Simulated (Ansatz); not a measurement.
The crystal is BaSrYNbO6 (F-43m).

```
Ba Sr Y Nb O
1.0
     0.00000    4.25246    4.25246
     4.25246    0.00000    4.25246
     4.25246    4.25246    0.00000
Ba Sr Y Nb O
1 1 1 1 6
Direct
  0.25000 0.25000 0.25000
  0.75000 0.75000 0.75000
  0.50000 0.50000 0.50000
  0.00000 0.00000 0.00000
  0.76290 0.23710 0.23710
  0.23710 0.76290 0.76290
  0.76290 0.76290 0.23710
  0.23710 0.23710 0.76290
  0.23710 0.76290 0.23710
  0.76290 0.23710 0.76290
```

The cell and positions are those that the Materials Project relaxed with its own functionals (PBE, PBE+U or r2SCAN), kept fixed. At the settings of the band run the largest force is still 0.29 eV/Å. Spin-orbit coupling is left out unless a run names it.

Gaps computed with Ansatz 0.2.0 without a self-energy: PBEsol 2.89 eV, PBE 2.96 eV, PBE+SOC 2.93 eV, r2SCAN 3.39 eV, PBE0 5.11 eV and DDH-PBE0 4.78 eV.

**Question.** What gap should G0W0 on PBE give (4×4×4 mesh, 843 empty bands, screening to 180 eV, PAW set soft_1 files)?

About 4.44 eV: on its mesh the run moves the gap from 2.96 eV by +1.48 eV. Among the scalar-relativistic levels given, DDH-PBE0 is nearest (+0.34 eV). Bands and cutoff are finite, so the gap is not at the basis limit. The miss can reach some tenths of an eV and take either sign; the mesh is an error of its own. The many-body steps are scalar-relativistic: spin-orbit coupling is not in them.

[Paths, hosts, dates, memory and timing lines, banners, echoed tables and standing remarks are left out of the program output.]

[Logs are printed without paths, hosts, clocks, repeated set-up lines and the standing remarks that a program may print on its own settings, such as how far it seeks lower states.]

[Runs of the session that timed out or met a known fault of the program may be left out.]

[Cells called generated may have been cut or substituted from an entry of the Crystallography Open Database or the Materials Project.]

[Hosts, paths, dates, database ids (printed as entryN), source tags and the programs' standing remarks are cut or masked in the printed files.]
